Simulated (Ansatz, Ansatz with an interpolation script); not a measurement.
# Settings in Wannier-interpolated G0W0: KRb2RhF6 (Fm-3m), part 2 of 2

How do the Wannier model and the GW settings move the interpolated bands of KRb2RhF6 (Fm-3m)?

Ansatz 0.2.0; maximally localised Wannier functions, LDA, plane waves, PAW; PAW set soft_1. Known limits of the many-body steps: not at the basis limit; no spin polarisation; d states lean on the start; no spin-orbit coupling; coarse k mesh.

So far. Step 4 (Wannier model on 4×4×4): Near the gap the model misses directly solved bands by 50.9 meV r.m.s. and by 515 meV at most in the window tested. This tests the starting bands, not the corrections carried with them.

**5. A faulty Wannier input**

input.yaml reads:

```yaml
crystal:
  lattice:
    - [0.0, 4.438, 4.438]
    - [4.438, 0.0, 4.438]
    - [4.438, 4.438, 0.0]
  atoms:
    - { symbol: K, position: [0.5, 0.5, 0.5] }
    - { symbol: Rb, position: [0.25, 0.25, 0.25] }
    - { symbol: Rb, position: [0.75, 0.75, 0.75] }
    - { symbol: Rh, position: [0.0, 0.0, 0.0] }
    - { symbol: F, position: [0.776, 0.224, 0.224] }
    - { symbol: F, position: [0.224, 0.776, 0.224] }
    - { symbol: F, position: [0.224, 0.776, 0.776] }
    - { symbol: F, position: [0.776, 0.224, 0.776] }
    - { symbol: F, position: [0.224, 0.224, 0.776] }
    - { symbol: F, position: [0.776, 0.776, 0.224] }
kpoints:
  mp_grid: { grid: [4, 4, 4] }
hamiltonian:
  xc: lda
  pseudopotentials: { kind: paw, azcp: { folder: soft_1 }, xc_functional: pbe }
scf:
  occupations: { method: fixed }
  n_extra_bands: 92
output:
  wannier:
    kmesh: [4, 4, 4]
    projections:
      - { species: F, l: p, shell: 2 }
      - { species: Rb, l: s, shell: 5 }
      - { species: Rh, l: d, shell: 4 }
    minimise: true
    write_hr: true
    seedname: w
    conv_tol: 1.0e-06
    max_iter: 20000
    stability_check: false
    disentanglement: { window: [0.76, 29.26] }
```

The run is started by

```
$ ansatz run input.yaml --threads 8 --pin off --max-ram 18432MiB --backend cpu --events-out ev --progress --plain --runs-dir out
```

Numbers of over 12 decimals in the logs are rounded to 6 here.

What it wrote:

```text
[...]
Crystal: 10 atoms, lattice volume = 174.820 Å³
Basis set: ecut = 420 eV, 3479 PW (Γ)
Bands: 135, of which v1, the nominal top of the filled ones, is band 43 counted from 1 (42 counted from 0)
Symmetry: 48 space group operations
[...]
k-points: 8 of 64
[...]
SCF iter   1: F=—  HF=-18898.098180 eV  |F-HF|=—  |Δ(HF+E_count)|=         —  Δρ=1.68e-1  dr2=4.16e1  ethr=3.10e-3  ⟨swp⟩=4.8  Hψ=3805  notcnv=0  defer=693
[...]
SCF iter   9: F=-18886.080623 eV  HF=-18886.080623 eV  |F-HF|=9.06e-9  |Δ(HF+E_count)|=   1.19e-7  Δρ=2.04e-6  dr2=1.41e-8  ethr=1.16e-10  ⟨swp⟩=13.2  Hψ=9147  notcnv=0
SCF 1 converged in 9 iterations: F = -18886.080623 eV  dr2 = 1.41e-8
[...]
SCF converged after 9 iterations
Free energy (F): -18886.080623 eV
[...]
Internal energy: -18886.080623 eV  (E = F + TS)
E sigma→0 (E₀):  -18886.080623 eV
Fermi energy:    4.862281 eV
[...]
--- Band table (eV; the first three rows and the last of 8) ---
  k-point 0: bands = [... 39 lower, 1.7714, 4.7219, 4.7219, 4.7219, 6.9943, 6.9943, 8.2760, 10.9744, ... 88 higher]
  k-point 1: bands = [... 39 lower, 1.7270, 4.7473, 4.7641, 4.7641, 7.0732, 7.0732, 8.9266, 11.3310, ... 88 higher]
  k-point 2: bands = [... 39 lower, 1.6700, 4.7722, 4.8038, 4.8038, 7.1503, 7.1503, 10.3420, 10.3788, ... 88 higher]
  k-point 7: bands = [... 39 lower, 1.6537, 4.7763, 4.7763, 4.8622, 6.8953, 7.1070, 10.8956, 10.8956, ... 88 higher]
[...]
```

The job ended after 39 s (8 threads of Arm Neoverse V2, shared host; peak memory 1.2 GiB; 4.6 min of CPU time).

This step gave:

* gauge-invariant spread: 37.90 Å²
* diagonal spread: 0.006215 Å²
* off-diagonal spread: 6.540 Å²
* total spread: 44.45 Å²
* least projectability: 1.11e-8
* localisation steps: 313
* disentanglement steps: 4080
* r.m.s. interpolation error: 0.9463 eV
* r.m.s. error near the gap: 1.027 eV

No frozen window. Electronic bands along the path, in eV, zero at the valence-band top; v1 is the highest filled band, c1 the lowest empty one:

```
    point     v4    v3    v2    v1    c1    c2    c3    c4
        Γ  -1.95  0.14  0.25  0.55  2.45  2.46  6.20  9.23
  halfway  -1.98  0.14  0.20  0.51  2.41  2.48  6.80  9.23
        X  -2.02  0.11  0.14  0.48  2.39  2.51  7.81  8.91
  halfway  -2.01  0.12  0.14  0.49  2.39  2.50  7.82  8.92
        U  -2.01  0.14  0.16  0.50  2.39  2.48  7.77  8.90
jump to K  -2.02  0.13  0.16  0.51  2.40  2.47  7.84  8.89
  halfway  -2.01  0.14  0.22  0.53  2.39  2.46  6.87  9.09
        Γ  -1.95  0.14  0.25  0.55  2.45  2.46  6.20  9.23
  halfway  -1.97  0.14  0.23  0.53  2.41  2.46  6.67  9.15
        L  -2.01  0.14  0.20  0.51  2.40  2.44  7.47  8.45
  halfway  -2.03  0.14  0.18  0.50  2.41  2.45  7.64  8.62
        W  -2.08  0.13  0.15  0.50  2.42  2.47  7.83  8.92
  halfway  -2.04  0.12  0.14  0.49  2.40  2.49  7.83  8.93
        X  -2.02  0.11  0.14  0.48  2.39  2.51  7.81  8.91
```

The same for Kohn-Sham, solved directly:

```
point     v4     v3     v2     v1    c1    c2    c3    c4
    Γ  -3.09  -0.14  -0.14  -0.14  2.13  2.13  3.41  6.11
    X  -3.10  -0.19   0.00   0.00  1.99  2.15  5.51  6.46
    U  -3.15  -0.13  -0.03  -0.02  2.06  2.22  5.82  6.07
    K  -3.15  -0.13  -0.03  -0.02  2.06  2.22  5.82  6.07
    Γ  -3.09  -0.14  -0.14  -0.14  2.13  2.13  3.41  6.11
    L  -3.19  -0.09  -0.06  -0.06  2.29  2.29  5.48  5.52
    W  -3.21  -0.09  -0.09   0.00  2.03  2.24  6.03  6.03
    X  -3.10  -0.19   0.00   0.00  1.99  2.15  5.51  6.46
```

The fault put into this input: nothing frozen.

**6. G0W0: 4×4×4 mesh, 729 empty bands, screening to 150 eV, PAW set soft_1 files**

Now the one-shot GW correction: screening in the RPA, then the self-energy of the levels asked for.

This step: G0W0 on LDA, plane waves, PAW; PAW set soft_1.

input.yaml, the sections that differ from step 5:

```yaml
scf:
  occupations: { method: fixed }
gw:
  n_empty_bands: 729
  ecut_chi: 150.0
  qp_bands: [v12, c4]
  screening: { model: contour_deformation }
# crystal, kpoints, hamiltonian: as in step 5
# output: removed
```

What it wrote:

```text
[...]
Crystal: 10 atoms, lattice volume = 174.820 Å³
Basis set: ecut = 420 eV, 3479 PW (Γ)
Bands: 53, of which v1, the nominal top of the filled ones, is band 43 counted from 1 (42 counted from 0)
Symmetry: 48 space group operations
[...]
k-points: 8 of 64
[...]
0    39      1.7715   -31.7924     6.2252   -23.8304  0.7507    -0.0217     0.0346  root
[...]
7    44      6.8954   -20.5016    -4.3675   -27.1557  0.7859     9.2365     9.1821  root
     7    45      7.1071   -21.3974    -4.3481   -28.0654  0.7803     9.4863     9.4271  root
     7    46     10.8956    -7.0213    -3.3511   -12.0636  0.8574    12.6108    12.5867  root
     7    47     10.8956    -7.0213    -3.3511   -12.0636  0.8574    12.6108    12.5867  root
[key lines of the parts left out:]
SCF converged after 9 iterations
Free energy (F): -18886.080623 eV
Fermi energy:    4.862446 eV
```

It took 9.4 min on 8 threads; peak memory 7.2 GiB.

The G0W0 gap on the mesh is 5.591 eV.

**7. G0W0: 2×2×2 mesh, 729 empty bands, screening to 150 eV, PAW set soft_1 files**

Changes to input.yaml since step 6:

```diff
@@ -17,3 +17,3 @@
 kpoints:
-  mp_grid: { grid: [4, 4, 4] }
+  mp_grid: { grid: [2, 2, 2] }
 hamiltonian:
```

What it wrote:

```text
[...]
Crystal: 10 atoms, lattice volume = 174.820 Å³
Basis set: ecut = 420 eV, 3479 PW (Γ)
Bands: 53, of which v1, the nominal top of the filled ones, is band 43 counted from 1 (42 counted from 0)
Symmetry: 48 space group operations
[...]
k-points: 3 of 8
[...]
0    39      1.7741   -31.8206     6.2447   -23.8300  0.7506    -0.0287     0.0282  root
[...]
2    44      6.8560   -20.2300    -4.4240   -26.9286  0.7861     9.1926     9.1307  root
     2    45      7.0159   -21.0965    -4.4156   -27.8488  0.7808     9.4124     9.3526  root
     2    46     10.3718    -6.7422    -3.3468   -11.7030  0.8597    12.0079    11.9858  root
     2    47     11.3221    -7.2607    -3.3763   -12.4353  0.8536    13.1496    13.1203  root
[key lines of the parts left out:]
SCF converged after 9 iterations
Free energy (F): -18886.071940 eV
Fermi energy:    4.862893 eV
```

The job ended after 49 s (8 threads; peak memory 3 GiB; 5.8 min of CPU time).

The G0W0 gap on the mesh is 5.598 eV.

**8. G0W0: 4×4×4 mesh, 338 empty bands, screening to 90 eV, PAW set soft_1 files**

Changes to input.yaml since step 7:

```diff
@@ -17,3 +17,3 @@
 kpoints:
-  mp_grid: { grid: [2, 2, 2] }
+  mp_grid: { grid: [4, 4, 4] }
 hamiltonian:
@@ -24,4 +24,4 @@
 gw:
-  n_empty_bands: 729
-  ecut_chi: 150.0
+  n_empty_bands: 338
+  ecut_chi: 90
   qp_bands: [v12, c4]
```

What it wrote:

```text
[...]
Crystal: 10 atoms, lattice volume = 174.820 Å³
Basis set: ecut = 420 eV, 3479 PW (Γ)
Bands: 53, of which v1, the nominal top of the filled ones, is band 43 counted from 1 (42 counted from 0)
Symmetry: 48 space group operations
[...]
k-points: 8 of 64
[...]
0    39      1.7715   -31.7924     6.3334   -23.8304  0.7527     0.0927     0.1429  root
[...]
7    44      6.8954   -20.5016    -4.1850   -27.1557  0.7933     9.4339     9.3645  root
     7    45      7.1071   -21.3974    -4.1549   -28.0654  0.7875     9.6965     9.6203  root
     7    46     10.8956    -7.0213    -3.2822   -12.0636  0.8581    12.6822    12.6556  root
     7    47     10.8956    -7.0213    -3.2822   -12.0636  0.8581    12.6822    12.6556  root
[key lines of the parts left out:]
SCF converged after 9 iterations
Free energy (F): -18886.080623 eV
Fermi energy:    4.862446 eV
```

It took 97 s on 8 threads; peak memory 2.5 GiB; 12 min of CPU time.

The G0W0 gap on the mesh is 5.591 eV.

**9. G0W0: 4×4×4 mesh, 729 empty bands, screening to 150 eV, plasmon pole, PAW set soft_1 files**

Changes to input.yaml since step 8:

```diff
@@ -24,5 +24,5 @@
 gw:
-  n_empty_bands: 338
-  ecut_chi: 90
+  n_empty_bands: 729
+  ecut_chi: 150.0
   qp_bands: [v12, c4]
-  screening: { model: contour_deformation }
+  screening: { model: godby_needs }
```

What it wrote:

```text
[...]
Crystal: 10 atoms, lattice volume = 174.820 Å³
Basis set: ecut = 420 eV, 3479 PW (Γ)
Bands: 53, of which v1, the nominal top of the filled ones, is band 43 counted from 1 (42 counted from 0)
Symmetry: 48 space group operations
[...]
k-points: 8 of 64
[...]
0    39      1.7715   -31.7924     6.2160   -23.8304  0.7822     0.0017     0.0254  root
[...]
7    44      6.8954   -20.5016    -4.1330   -27.1557  0.8108     9.4315     9.4165  root
     7    45      7.1071   -21.3974    -4.0997   -28.0654  0.8067     9.6983     9.6754  root
     7    46     10.8956    -7.0213    -3.2912   -12.0636  0.8718    12.6583    12.6466  root
     7    47     10.8956    -7.0213    -3.2912   -12.0636  0.8718    12.6583    12.6466  root
[key lines of the parts left out:]
SCF converged after 9 iterations
Free energy (F): -18886.080623 eV
Fermi energy:    4.862446 eV
```

Wall time 15 min (8 threads); peak memory 7.2 GiB; 2 h of CPU time.

The G0W0 gap on the mesh is 5.806 eV.

**10. Interpolated results**

Times are wall times on 8 threads of Arm Neoverse V2, shared host, good to a factor of about two.

```
GW mesh  empty bands  cutoff (eV)            frequency  gap on mesh (eV)  gap over zone (eV)  direct gap (eV)  valence width (eV)  GW time
  4×4×4          729          150  contour deformation             5.591               5.591            5.591               4.274  9.4 min
  2×2×2          729          150  contour deformation             5.598               5.598            5.598               4.282     49 s
  4×4×4          338           90  contour deformation             5.591               5.591            5.591               4.346     97 s
  4×4×4          729          150         plasmon pole             5.806               5.806            5.806               4.361   15 min
```

**11. What came out**

| Property | Result |
| --- | --- |
| 4×4×4 mesh, 729 empty bands, screening to 150 eV, PAW set soft_1 files | 5.59 eV |
| 2×2×2 mesh, 729 empty bands, screening to 150 eV, PAW set soft_1 files | 5.60 eV |
| 4×4×4 mesh, 338 empty bands, screening to 90 eV, PAW set soft_1 files | 5.59 eV |
| 4×4×4 mesh, 729 empty bands, screening to 150 eV, plasmon pole, PAW set soft_1 files | 5.81 eV |

**Reading.** The largest change, +0.21 eV in the gap over the zone, comes with 4×4×4 mesh, 729 empty bands, screening to 150 eV, plasmon pole, PAW set soft_1 files. The first run is a reference, not a converged one, and where a row moves several settings no single cause can be named. Rows on another GW mesh add that mesh's corrections to the bands of the one model. Nothing frozen (4×4×4): the miss near the gap goes from 51 (the model on 4×4×4) to 1027 meV and the total spread from 49.3 to 44.4 Å². With 2×2×2 mesh, 729 empty bands, screening to 150 eV, PAW set soft_1 files the gap over the zone moves by +0.01 eV and that on the mesh by +0.01 eV. With 4×4×4 mesh, 338 empty bands, screening to 90 eV, PAW set soft_1 files the gap over the zone moves by +0.00 eV and that on the mesh by −0.0002 eV. With 4×4×4 mesh, 729 empty bands, screening to 150 eV, plasmon pole, PAW set soft_1 files the gap over the zone moves by +0.21 eV and that on the mesh by +0.22 eV. Gaps over the zone and on the mesh differ where an edge lies off the mesh, or where a GW run starts from another density: the starting gap over the zone is 1.993 eV, on the GW meshes it is 1.993 eV. The runs have no spin polarisation. For a closed low-spin shell that is the natural state; where a d or f shell is open it is a constraint, and the gap is then not the crystal's own. With d states at the gap, one-shot GW leans hard on its start. The many-body steps are scalar-relativistic: spin-orbit coupling is not in them.

[Paths, hosts, dates, memory and timing lines, banners, echoed tables and standing remarks are left out of the program output.]

[Logs are printed without paths, hosts, clocks, repeated set-up lines and the standing remarks that a program may print on its own settings, such as how far it seeks lower states.]

[Runs of the session that timed out or met a known fault of the program may be left out.]

[Hosts, paths, dates, database ids (printed as entryN), source tags and the programs' standing remarks are cut or masked in the printed files.]
